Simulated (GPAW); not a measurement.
Entries from a set of simulations; values are calculated unless marked as measured.

**Ga2S3 (Cc): one start, several treatments of the self-energy**

The structure is monoclinic, space group Cc (No. 9). The conventional cell has a = 11.107 Å, b = 6.395 Å, c = 7.021 Å, α = 90.00°, β = 121.17°, γ = 90.00°. Ga has 4 S at 2.19 to 2.33 Å nearest. Nearest to Ga lie 4 S at 2.20 to 2.32 Å. Nearest to S lie 2 Ga at 2.19 to 2.20 Å. S has 3 Ga at 2.31 to 2.32 Å nearest. Nearest to S lie 3 Ga at 2.31 to 2.33 Å. Farther neighbours and most contacts between anions are not listed.

```xyz
10
Lattice="5.5535 -3.1975 0.0000 5.5535 3.1975 0.0000 -3.6339 0.0000 6.0074" Properties=species:S:1:pos:R:3 pbc="T T T"
Ga    5.5668   -0.6245    0.7516
Ga    3.7498    0.6245    3.7554
Ga    1.8042   -0.4345    0.6944
Ga   -0.0127    0.4345    3.6981
S     1.9229   -2.6469    5.9101
S     3.7399    2.6469    2.9064
S     1.9353   -0.5915    3.0031
S     0.1184    0.5915    6.0068
S     7.4567    0.5372    0.0505
S     5.6397   -0.5372    3.0542
```

- method: DFT, LDA, plane waves, PAW (and 3 further levels or steps)
- program: GPAW 26.7.0
- settings of one run: cutoff 450 eV, GPAW PAW setups 1.2.1 data release, 4×4×2 k-mesh, nbands 728
- cost: 6 runs, 60 min in all on 8 MPI ranks of Arm Neoverse V2, shared host (the runs of this entry)
- notes: The cell and positions come from the Crystallography Open Database and are kept as given unless a step says otherwise. Limits: no spin-orbit coupling. Bands and cutoff are finite, so the gap is not at the basis limit. The miss can reach some tenths of an eV and take either sign; the mesh is an error of its own. The 4×4×2 mesh is coarse for this cell, which bears on the long-range parts of exchange and screening.
- G0W0, Godby-Needs plasmon pole: 3.266 eV
- one-shot HSE06: 2.993 eV
- G0W0, extrapolated in the cutoff: 3.367 eV
- one-shot PBE0: 3.720 eV
- G0W0, full frequency, Hilbert transform: 3.247 eV
- known limits: not at the basis limit; no spin-orbit coupling; coarse k mesh

One-shot HSE06: −0.273 eV against G0W0, Godby-Needs plasmon pole. G0W0, extrapolated in the cutoff: +0.100 eV against G0W0, Godby-Needs plasmon pole, at other bands or cutoff, so not like for like.

[Paths, hosts, dates, memory and timing lines, banners, echoed tables and standing remarks are left out of the program output.]

[Logs are printed without paths, hosts, clocks, repeated set-up lines and the standing remarks that a program may print on its own settings, such as how far it seeks lower states.]

[Runs of the session that timed out or met a known fault of the program may be left out.]

[Hosts, paths, dates, database ids (printed as entryN), source tags and the programs' standing remarks are cut or masked in the printed files.]
